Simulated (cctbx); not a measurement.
# Accept or mend?

Cell a = 4.2440 Å, b = 4.2440 Å, c = 7.1800 Å, α = 90.00°, β = 90.00°, γ = 120.00°; space group P-3m1 (no. 164). The compound is Cd2P2Pb.

The data are simulated with cctbx, not measured: Ga Kα, λ = 1.3414 Å, to d = 0.83 Å, 95 % of the full sphere, strongest reflection 5000 counts, noise from counting, a 3 % proportional error and a noise floor of 4 counts (s.d.); no absorption.

An anisotropic refinement with weights 1/σ² prints:

```text
Rint 0.033, 101 unique reflections to 0.83 A
cycle     R1     wR2    GooF  max shift (A)
   1  0.0274  0.0665   3.253   0.00123
   2  0.0150  0.0314   1.535   0.00000
final R1 0.0150 wR2 0.0314 GooF 1.535  parameters 8  data/parameter 12.6
atom        x        y        z      Ueq    occ   su(xyz)  su(Uiso or U11)
Pb1    0.00000  0.00000  0.00000   0.0016  1.000  0.00000  0.0003
Sn1    0.66667  0.33333  0.36691   0.0057  1.000  0.00011  0.0003
P1     0.33333  0.66667  0.25565   0.0038  1.000  0.00046  0.0008
difference map: max 1.14 min -1.18 rms 0.24
Q1    0.0000  0.0000  0.0738    2    1.17  0.53 A from Pb1
Q2    0.3333  0.6667  0.9093    2    0.83  1.98 A from Sn1
Q3    0.3333  0.6667  0.8071    2    0.72  1.25 A from Sn1
Q4    0.3333  0.6667  0.1443    2    0.62  0.80 A from P1
Q5    0.0841  0.1682  0.7985    6    0.58  1.57 A from Pb1
Q6    0.0706  0.1412  0.3079    6    0.46  1.97 A from P1
```

**Question.** Can this result stand? If not, what is the likely fault?

Mend it. The fault: wrong element: Sn1 is Cd. Against the right model at the same level, R1 goes from 0.0099 to 0.0150 and GooF from 0.98 to 1.53 and U of Sn1 swells from 0.0036 to 0.0057 Å². Sn1 has 2 electrons too many and its U swells to shed them, as expected (near an absorption edge f′ can widen the mismatch well beyond the difference in Z).

The compound is Cd2P2Pb. The right model at the same level gives:

```text
Rint 0.033, 101 unique reflections to 0.83 A
cycle     R1     wR2    GooF  max shift (A)
   1  0.0112  0.0232   1.137   0.00037
   2  0.0099  0.0200   0.980   0.00000
final R1 0.0099 wR2 0.0200 GooF 0.980  parameters 8  data/parameter 12.6
atom        x        y        z      Ueq    occ   su(xyz)  su(Uiso or U11)
Pb1    0.00000  0.00000  0.00000   0.0024  1.000  0.00000  0.0002
Cd1    0.66667  0.33333  0.36687   0.0036  1.000  0.00007  0.0002
P1     0.33333  0.66667  0.25587   0.0044  1.000  0.00029  0.0005
difference map: max 0.69 min -0.74 rms 0.15
Q1    0.3333  0.6667  0.9114    2    0.69  2.00 A from Cd1
Q2    0.3333  0.6667  0.1459    2    0.65  0.79 A from P1
Q3    0.3333  0.6667  0.4052    2    0.55  1.07 A from P1
Q4    0.0659  0.1319  0.2960    6    0.41  1.99 A from P1
Q5    0.0767  0.5383  0.2601    6    0.38  0.94 A from P1
Q6    0.0560  0.1121  0.8233    6    0.36  1.33 A from Pb1
```

This is a model crystal, built by substitution and not relaxed, with assumed displacement parameters.

[Middle refinement cycles are left out of these outputs.]

[Logs are printed without paths, hosts, clocks, repeated set-up lines and the standing remarks that a program may print on its own settings, such as how far it seeks lower states.]
